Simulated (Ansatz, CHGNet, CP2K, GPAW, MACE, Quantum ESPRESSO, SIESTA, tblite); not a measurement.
# CP2K runs on random packing of Sn (61 atoms), part 2 of 2

Aim: run random packing of Sn (61 atoms) in CP2K and see how near its forces come to a plane-wave reference, and at what cost.

Program: CP2K 2026.2; the method stands at each step. Banners, paths, timers and routine set-up lines are dropped from the logs unmarked, and long logs keep their key lines alone; longer cuts are marked.

So far. Step 2 (PBE, DZVP-UZH, 350/50 Ry, diagonalisation): Forces lie 5.1 % from the reference's, at 1.5 times its CPU time (on 4 against 8 cores). Step 3 (GFN1-xTB, diagonalisation): Against the first run (5.1 %), the force difference from the reference is 51 %, at 0.065 times the CPU time (on 1 against 4 cores) (95 SCF steps against 18); the model has changed, so this is no error of the program alone.

## (4) PBE, SZV-MOLOPT-SR, 350/50 Ry, diagonalisation

Method: Kohn-Sham DFT, PBE, GTH-PBE pseudopotentials, Gaussian and plane waves, SZV-MOLOPT-SR-GTH, diagonalisation.

The input, input.inp:

```
&GLOBAL
  PROJECT cell
  RUN_TYPE ENERGY_FORCE
  PRINT_LEVEL LOW
&END GLOBAL
&FORCE_EVAL
  METHOD QS
  STRESS_TENSOR ANALYTICAL
  &DFT
    BASIS_SET_FILE_NAME BASIS_MOLOPT
    POTENTIAL_FILE_NAME GTH_POTENTIALS
    &MGRID
      CUTOFF 350
      REL_CUTOFF 50
    &END MGRID
    &QS
      EPS_DEFAULT 1.0E-12
    &END QS
    &SCF
      SCF_GUESS ATOMIC
      EPS_SCF 1.0E-06
      MAX_SCF 200
      ADDED_MOS 27
      &DIAGONALIZATION
        ALGORITHM STANDARD
      &END DIAGONALIZATION
      &SMEAR ON
        METHOD FERMI_DIRAC
        ELECTRONIC_TEMPERATURE [K] 580
      &END SMEAR
      &MIXING
        METHOD BROYDEN_MIXING
        ALPHA 0.15
        NBROYDEN 8
      &END MIXING
      &PRINT
        &RESTART OFF
        &END RESTART
      &END PRINT
    &END SCF
    &XC
      &XC_FUNCTIONAL PBE
      &END XC_FUNCTIONAL
    &END XC
    &PRINT
      &MULLIKEN ON
      &END MULLIKEN
      &LOWDIN ON
      &END LOWDIN
      &MO ON
        EIGENVALUES T
        OCCUPATION_NUMBERS T
        MO_INDEX_RANGE 111 134
        &EACH
          QS_SCF 0
        &END EACH
        ADD_LAST NUMERIC
      &END MO
    &END PRINT
  &END DFT
  &SUBSYS
    &CELL
      A 11.91370 0.00000 0.00000
      B 0.00000 11.91370 0.00000
      C 0.00000 0.00000 11.91370
    &END CELL
    &COORD
      Sn 11.62718 1.69329 0.02228
      Sn 5.33079 0.03193 1.09844
      Sn 9.60506 6.44186 11.35578
      Sn 3.11174 4.12476 0.99658
      Sn 7.43022 6.86646 8.98484
      Sn 3.79904 6.30366 3.36419
      Sn 4.73796 3.75865 6.31271
      Sn 2.20070 0.67956 6.25171
      Sn 8.68282 1.73928 11.17362
      Sn 5.37641 1.70688 4.26153
      Sn 2.60243 9.93412 3.20490
      Sn 4.03410 10.00203 7.74426
      Sn 4.07389 10.75819 10.42627
      Sn 1.31968 8.15648 8.61944
      Sn 1.02505 6.05943 0.68361
      Sn 7.23948 0.42913 8.64601
      Sn 6.14306 2.89896 11.07378
      Sn 0.05540 0.04182 7.49419
      Sn 10.57377 0.78321 9.67476
      Sn 11.16504 4.76262 9.93555
[... 37 atom lines left out ...]
      Sn 7.97086 7.10819 4.35648
      Sn 7.45464 3.30951 8.40095
      Sn 6.76936 4.33933 1.50553
      Sn 11.80397 11.15170 1.34148
    &END COORD
    &KIND Sn
      BASIS_SET SZV-MOLOPT-SR-GTH-q4
      POTENTIAL GTH-PBE-q4
    &END KIND
  &END SUBSYS
  &PRINT
    &FORCES ON
    &END FORCES
    &STRESS_TENSOR ON
    &END STRESS_TENSOR
  &END PRINT
&END FORCE_EVAL
```

On the command line:

```
$ OMP_NUM_THREADS=1 cp2k.psmp -i input.inp > output.txt
```

Numbers of over 12 decimals in the logs are rounded to 6 here.

The program printed:

```text
CP2K| version string:                                       CP2K version 2026.2
 CP2K| Input file name                                                 input.inp
 GLOBAL| Basis set file name                                        BASIS_MOLOPT
 GLOBAL| Potential file name                                      GTH_POTENTIALS
 GLOBAL| Run type                                                   ENERGY_FORCE
 GLOBAL| Total number of message passing processes                             1
 GLOBAL| Number of threads for this process                                    1
[... lines left out ...]
                        Smear method:                                FERMI_DIRAC
[... lines left out ...]
 Number of electrons:                                                        244
[... lines left out ...]
  Step     Update method      Time    Convergence         Total energy    Change
[... lines left out ...]
  *** SCF run converged in    19 steps ***
[... lines left out ...]
  Fermi energy:                                                 0.213094
  Total energy:                                              -209.567914
  Total energy (extrapolated to T->0):                       -209.563031
[... lines left out ...]
 MO| E(Fermi):            0.213094 a.u.          5.798583 eV
[... lines left out ...]
      60     Sn       1          4.032329                             -0.032329
      61     Sn       1          4.017923                             -0.017923
 # Total charge                            244.000000                  0.000000
 ENERGY| Total FORCE_EVAL ( QS ) energy [hartree]           -209.567912
 FORCES| Atomic forces [hartree/bohr]
 FORCES|   Atom     x               y               z               |f|
 FORCES|      1 -2.33985896E-02 -1.92644294E-02  4.04950775E-02   5.05812568E-02
 FORCES|      2  2.57145461E-02 -1.15023300E-02  1.68502657E-02   3.28248828E-02
 FORCES|      3 -3.34866143E-02  1.99937969E-02 -4.45996323E-02   5.92472147E-02
[...]
FORCES|     60  3.32927271E-02 -7.25842201E-03  1.94378846E-02   3.92290928E-02
 FORCES|     61 -4.72056382E-02  4.99763124E-02 -2.92364830E-02   7.47045917E-02
 FORCES| Sum     2.31698572E-05  2.60435709E-05 -2.42801211E-05
 FORCES| Total atomic force                                       4.24809858E-05
 STRESS| Analytical stress tensor [bar]
 STRESS|                        x                   y                   z
 STRESS|      x        1.99731047812E+05  -3.47598483904E+04  -2.74413738107E+04
 STRESS|      y       -3.47598483904E+04   2.06895851418E+05   1.39158315564E+03
 STRESS|      z       -2.74413738107E+04   1.39158315564E+03   2.08303244141E+05
 STRESS| 1/3 Trace                                             2.04976714457E+05
```

Run time: 2.2 min. Hardware: 1 thread of Arm Neoverse V2, shared host; peak memory 1.8 GiB.

Against the reference:

- r.m.s. force component: 1.413 eV/Å
- r.m.s. difference of force components: 338.9 meV/Å
- longest difference of force vectors: 1149 meV/Å
- force difference over r.m.s. force: 28.77 %
- slope of forces against the reference's: 1.178
- correlation of force components: 0.9821
- pressure: 20.5 GPa
- pressure difference: 5.497 GPa

This is a coarse setting, run to see what it loses.

Against the first run (5.1 %), the force difference from the reference is 29 %, at 0.70 times the CPU time (on 1 against 4 cores), with 244 basis functions against 793; this set comes with other potentials too, so the change isn't the basis's alone.

## (5) PBE, TZV2P-UZH, 350/50 Ry, diagonalisation

Method: Kohn-Sham DFT, PBE, GTH-PBE pseudopotentials, Gaussian and plane waves, TZV2P-MOLOPT (UZH set), diagonalisation.

input.inp, as its differences from that of step 4:

```diff
@@ -9,4 +9,4 @@
   &DFT
-    BASIS_SET_FILE_NAME BASIS_MOLOPT
-    POTENTIAL_FILE_NAME GTH_POTENTIALS
+    BASIS_SET_FILE_NAME BASIS_MOLOPT_UZH
+    POTENTIAL_FILE_NAME POTENTIAL_UZH
     &MGRID
@@ -67,2 +67,3 @@
     &COORD
+      SCALED
 [... 61 atom lines left out: the same atoms as in the first run ...]
@@ -70,3 +71,3 @@
     &KIND Sn
-      BASIS_SET SZV-MOLOPT-SR-GTH-q4
+      BASIS_SET TZV2P-MOLOPT-PBE-GTH-q4
       POTENTIAL GTH-PBE-q4
```

On the command line:

```
$ OMP_NUM_THREADS=1 mpirun -np 4 cp2k.psmp -i input.inp > output.txt
```

The program printed:

```text
CP2K| version string:                                       CP2K version 2026.2
 CP2K| Input file name                                                 input.inp
 GLOBAL| Basis set file name                                    BASIS_MOLOPT_UZH
 GLOBAL| Potential file name                                       POTENTIAL_UZH
 GLOBAL| Run type                                                   ENERGY_FORCE
 GLOBAL| Total number of message passing processes                             4
 GLOBAL| Number of threads for this process                                    1
 TOTAL NUMBERS AND MAXIMUM NUMBERS
  Total number of            - Atomic kinds:                                   1
                             - Atoms:                                         61
[... lines left out ...]
                        Smear method:                                FERMI_DIRAC
[... lines left out ...]
 Number of electrons:                                                        244
[... lines left out ...]
  Step     Update method      Time    Convergence         Total energy    Change
[... lines left out ...]
  *** SCF run converged in    18 steps ***
[... lines left out ...]
  Fermi energy:                                                 0.184100
  Total energy:                                              -211.457563
  Total energy (extrapolated to T->0):                       -211.451983
[... lines left out ...]
 MO| E(Fermi):            0.184100 a.u.          5.009610 eV
[... lines left out ...]
       1     Sn       1          4.216144                             -0.216144
       2     Sn       1          3.914591                              0.085409
       3     Sn       1          3.953255                              0.046745
[...]
# Total charge                            244.000000                  0.000000
 !-----------------------------------------------------------------------------!
 LOWDIN POPULATION ANALYSIS
 #  Atom  Element  Kind  Atomic population                           Net charge
[...]
60     Sn       1          3.842358                              0.157642
      61     Sn       1          3.954084                              0.045916
 # Total charge                            244.000000                  0.000000
 ENERGY| Total FORCE_EVAL ( QS ) energy [hartree]           -211.457560
 FORCES| Atomic forces [hartree/bohr]
 FORCES|   Atom     x               y               z               |f|
 FORCES|      1 -1.81279807E-02 -1.62537214E-02  3.27124318E-02   4.07787976E-02
 FORCES|      2  2.07374324E-02 -7.65575794E-03  1.52393487E-02   2.68493852E-02
 FORCES|      3 -2.94177083E-02  2.27904452E-02 -3.57342273E-02   5.15920629E-02
[...]
FORCES|     60  2.43567201E-02 -4.10626238E-03  1.27743174E-02   2.78081713E-02
 FORCES|     61 -4.39467250E-02  4.22235714E-02 -1.99479450E-02   6.41253860E-02
 FORCES| Sum    -1.68274224E-06  2.65573337E-06 -8.69886196E-06
 FORCES| Total atomic force                                       9.24958056E-06
 STRESS| Analytical stress tensor [bar]
 STRESS|                        x                   y                   z
 STRESS|      x        1.55229962668E+05  -2.95852674740E+04  -2.47115004852E+04
 STRESS|      y       -2.95852674740E+04   1.55329085885E+05   3.16524004563E+02
 STRESS|      z       -2.47115004852E+04   3.16524004563E+02   1.62784600577E+05
 STRESS| 1/3 Trace                                             1.57781216376E+05
```

Elapsed: 57 s, on 4 MPI ranks; peak memory 4.6 GiB.

Compared with the plane-wave run:

* r.m.s. force component: 1.176 eV/Å
* r.m.s. difference of force components: 56.21 meV/Å
* longest difference of force vectors: 221.6 meV/Å
* force difference over r.m.s. force: 4.772 %
* slope of forces against the reference's: 0.9969
* correlation of force components: 0.9989
* pressure: 15.78 GPa
* pressure difference: 0.7776 GPa

Against the first run (5.1 %), the force difference from the reference is 4.8 %, at 1.2 times the CPU time, with 1342 basis functions against 793.

## (6) PBE, DZVP-UZH, 244/50 Ry, diagonalisation

Method: Kohn-Sham DFT, PBE, GTH-PBE pseudopotentials, Gaussian and plane waves, DZVP-MOLOPT (UZH set), diagonalisation.

input.inp, as its differences from that of step 5:

```diff
@@ -12,3 +12,3 @@
     &MGRID
-      CUTOFF 350
+      CUTOFF 244
       REL_CUTOFF 50
@@ -71,3 +71,3 @@
     &KIND Sn
-      BASIS_SET TZV2P-MOLOPT-PBE-GTH-q4
+      BASIS_SET DZVP-MOLOPT-PBE-GTH-q4
       POTENTIAL GTH-PBE-q4
```

The program printed:

```text
CP2K| version string:                                       CP2K version 2026.2
 CP2K| Input file name                                                 input.inp
 GLOBAL| Basis set file name                                    BASIS_MOLOPT_UZH
 GLOBAL| Potential file name                                       POTENTIAL_UZH
 GLOBAL| Run type                                                   ENERGY_FORCE
 GLOBAL| Total number of message passing processes                             4
 GLOBAL| Number of threads for this process                                    1
 TOTAL NUMBERS AND MAXIMUM NUMBERS
  Total number of            - Atomic kinds:                                   1
                             - Atoms:                                         61
[... lines left out ...]
                        Smear method:                                FERMI_DIRAC
[... lines left out ...]
 Number of electrons:                                                        244
[... lines left out ...]
  Step     Update method      Time    Convergence         Total energy    Change
[... lines left out ...]
  *** SCF run converged in    18 steps ***
[... lines left out ...]
  Fermi energy:                                                 0.185919
  Total energy:                                              -211.310647
  Total energy (extrapolated to T->0):                       -211.305099
[... lines left out ...]
 MO| E(Fermi):            0.185919 a.u.          5.059104 eV
[... lines left out ...]
       1     Sn       1          4.046803                             -0.046803
       2     Sn       1          3.976994                              0.023006
       3     Sn       1          3.958805                              0.041195
[...]
# Total charge                            244.000000                  0.000000
 !-----------------------------------------------------------------------------!
 LOWDIN POPULATION ANALYSIS
 #  Atom  Element  Kind  Atomic population                           Net charge
[...]
60     Sn       1          3.864906                              0.135094
      61     Sn       1          3.981828                              0.018172
 # Total charge                            244.000000                  0.000000
 ENERGY| Total FORCE_EVAL ( QS ) energy [hartree]           -211.310646
 FORCES| Atomic forces [hartree/bohr]
 FORCES|   Atom     x               y               z               |f|
 FORCES|      1 -1.86019237E-02 -1.66511131E-02  3.29157994E-02   4.13127218E-02
 FORCES|      2  2.08085576E-02 -7.88926123E-03  1.54990716E-02   2.71193240E-02
 FORCES|      3 -2.95274680E-02  2.26421544E-02 -3.57431479E-02   5.15956505E-02
[...]
FORCES|     60  2.48616577E-02 -4.18966815E-03  1.26462122E-02   2.82060637E-02
 FORCES|     61 -4.38849063E-02  4.22887026E-02 -2.02119228E-02   6.42085757E-02
 FORCES| Sum    -4.38859223E-06  1.47675433E-05 -4.46641051E-06
 FORCES| Total atomic force                                       1.60402275E-05
 STRESS| Analytical stress tensor [bar]
 STRESS|                        x                   y                   z
 STRESS|      x        1.59269529395E+05  -2.94962125648E+04  -2.49059435653E+04
 STRESS|      y       -2.94962125648E+04   1.59503159753E+05   2.96558406529E+02
 STRESS|      z       -2.49059435653E+04   2.96558406529E+02   1.66367410807E+05
 STRESS| 1/3 Trace                                             1.61713366652E+05
```

Wall time 70 s (4 MPI ranks); peak memory 3.1 GiB.

Numbers from this run, and their distance from the reference:

```
r.m.s. force component                          : 1.178 eV/Å
r.m.s. difference of force components           : 59.91 meV/Å
longest difference of force vectors             : 227.7 meV/Å
force difference over r.m.s. force              : 5.086 %
slope of forces against the reference's         : 0.9985
correlation of force components                 : 0.9987
pressure                                        : 16.17 GPa
pressure difference                             : 1.171 GPa
energy less the same-level run's                : 0.0004 meV/atom
r.m.s. force difference from the same-level run : 0.072 meV/Å
```

Against the first run (5.1 %), the force difference from the reference is 5.1 %, at 1.5 times the CPU time: the change moves forces by 0.072 meV/Å r.m.s., so most of the difference comes from elsewhere.

## (7) The ladder

Differences are against the plane-wave reference, forces as r.m.s. over components; share is that over the reference's r.m.s. force, slope the least-squares factor from reference forces to these. Total energies of different programs have different zeros and aren't compared.

| run | Δ force, r.m.s. (meV/Å) | share (%) | slope | Δ pressure (GPa) | cores | CPU time | memory (GiB) |
| --- | --- | --- | --- | --- | --- | --- | --- |
| reference | - | - | - | - | 8 | 2 min | 2.5 |
| CP2K PBE, DZVP-UZH, 350/50 Ry, diagonalisation | 59.9 | 5.09 | 0.999 | 1.17 | 4 | 3.1 min | 3.6 |
| CP2K GFN1-xTB, diagonalisation | 596 | 50.6 | 1.229 | -14.0 | 1 | 12 s | 0.23 |
| CP2K PBE, SZV-MOLOPT-SR, 350/50 Ry, diagonalisation (coarse) | 339 | 28.8 | 1.178 | 5.50 | 1 | 2.2 min | 1.8 |
| CP2K PBE, TZV2P-UZH, 350/50 Ry, diagonalisation | 56.2 | 4.77 | 0.997 | 0.778 | 4 | 3.8 min | 4.6 |
| CP2K PBE, DZVP-UZH, 244/50 Ry, diagonalisation (coarse) | 59.9 | 5.09 | 0.999 | 1.17 | 4 | 4.7 min | 3.1 |

Rows marked coarse were listed beforehand as settings not expected to be converged; some can still land near the reference.

CPU time is summed over cores on a shared host, where runs went side by side, so it is rough. Symmetry, cutoffs, thresholds, outputs and thread counts weren't matched or tuned between programs; memory under MPI is the largest rank's times the ranks.

Within one program, basis, potentials and functional, energies share a zero. Each run against its twin at the usual cutoff or grid and solver:

| run | twin | Δ energy (meV/atom) | Δ force, r.m.s. (meV/Å) | CPU time over the twin's |
| --- | --- | --- | --- | --- |
| CP2K PBE, DZVP-UZH, 244/50 Ry, diagonalisation | DZVP-UZH, 350/50 Ry, diagonalisation | 4.0e-4 | 0.072 | 1.5 |

## (8) Outcome

- nearest in forces: CP2K PBE, TZV2P-UZH, 350/50 Ry, diagonalisation, 4.8 %
- its CPU time: 3.8 min

The PBE runs in local orbitals, coarse settings apart, differ by 4.8 % (CP2K PBE, TZV2P-UZH, 350/50 Ry, diagonalisation) to 5.1 % (CP2K PBE, DZVP-UZH, 350/50 Ry, diagonalisation); basis, grid and potentials can all enter. Tight binding differs by 51 % (CP2K GFN1-xTB, diagonalisation); it is another model, with fitted parameters of its own, and the xTB methods hold dispersion. CP2K GFN1-xTB, diagonalisation needed 95 SCF steps, so its time overstates the method's usual cost. Runs with settings chosen to be coarse differ by 5.1 % (CP2K PBE, DZVP-UZH, 244/50 Ry, diagonalisation) to 29 % (CP2K PBE, SZV-MOLOPT-SR, 350/50 Ry, diagonalisation), their programs' other errors included. One electronic-structure run takes under half the reference's CPU time: CP2K GFN1-xTB, diagonalisation, at 51 % in 12 s against 2 min; its pressure misses by -14.0 GPa. CP2K PBE, SZV-MOLOPT-SR, 350/50 Ry, diagonalisation stiffens the forces by a factor of 1.18 while following their directions (correlation 0.982); the slopes of the 5 CP2K runs lie between 1.00 and 1.23. In pressure, CP2K PBE, SZV-MOLOPT-SR, 350/50 Ry, diagonalisation misses by +5.5 GPa, at the same functional. Periodic xTB results under one method name differ between programs and library versions. The potentials hold different valence shells: 854 electrons in the reference, 244 in CP2K with TZV2P-UZH; this bears on time and differences. The reference's pressure of 15 GPa says that the cell would expand at this level of theory. The electronic-structure runs sample only Γ, in a cell whose shortest periodic width is 12 Å, which is coarse for a cell with partly filled levels.

[Also dropped from logs without a mark: logging warnings of Python, and SIESTA's first energy breakdown and zero terms.]

[Logs are printed without paths, hosts, clocks, repeated set-up lines and the standing remarks that a program may print on its own settings, such as how far it seeks lower states.]

[Hosts, paths, dates, database ids (printed as entryN), source tags and the programs' standing remarks are cut or masked in the printed files.]
